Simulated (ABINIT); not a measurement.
Planning a run of ABINIT 10.8.3 on PbF2 (Fluorocronite). The input:

```
acell 3*1.0 Angstrom
rprim 
  -0.000000000000 2.963660000000 2.963660000000
  2.963660000000 0.000000000000 2.963660000000
  2.963660000000 2.963660000000 -0.000000000000
ntypat 2
znucl 82 9
natom 3
typat 1 2 2
xred 
  0.000000000000 0.000000000000 0.000000000000
  0.250000000000 0.250000000000 0.250000000000
  0.750000000000 0.750000000000 0.750000000000
pp_dirpath "pseudos"
pseudos "Pb.upf, F.upf"
ecut 36
nspinor 2
ngkpt 4 4 4
nshiftk 1
shiftk 0 0 0
kptopt 1
chksymbreak 0
istwfk *1
occopt 1
irdwfk 1
optdriver 4
nband 128
gwcalctyp 0
ecutsigx 36
symsigma 0
nkptgw 3
kptgw 
  -0.2500000000 0.5000000000 0.2500000000
  0.5000000000 0.5000000000 0.0000000000
  0.0000000000 0.0000000000 0.0000000000
bdgw 
  33 40
  33 40
  33 42
ecuteps 4.4
irdscr 1
ppmodel 1
indata_prefix "in"
outdata_prefix "out"
tmpdata_prefix "tmp"
```

The database entry behind the starting cell differs from later determinations by our own check (0.1 to 0.3 % short, probably kX units), so it need not match the best structure at ambient conditions.

```sh
OMP_NUM_THREADS=1 mpirun -n 8 abinit run.abi > log
```

**Question.** Estimate wall time and host memory on 8 MPI ranks of Arm Neoverse V2, shared host.

It took 1.9 min; on shared hardware allow 56 s to 3.8 min. Peak host memory was 2.8 GiB.

[Paths, hosts, dates, memory and timing lines, banners, echoed tables and standing remarks are left out of the program output.]

[Logs are printed without paths, hosts, clocks, repeated set-up lines and the standing remarks that a program may print on its own settings, such as how far it seeks lower states.]

[Runs of the session that timed out or met a known fault of the program may be left out.]

[Hosts, paths, dates, database ids (printed as entryN), source tags and the programs' standing remarks are cut or masked in the printed files.]

[G0W0 gaps are taken among the corrected bands and points alone; a level outside them can change the order at an edge.]

[Where Ansatz stands beside ABINIT at settings called matched, ABINIT's density can come from a denser mesh and the files from another edition; pairs whose starting gaps differed by over 0.03 eV were left out, so agreement reads better than it is.]
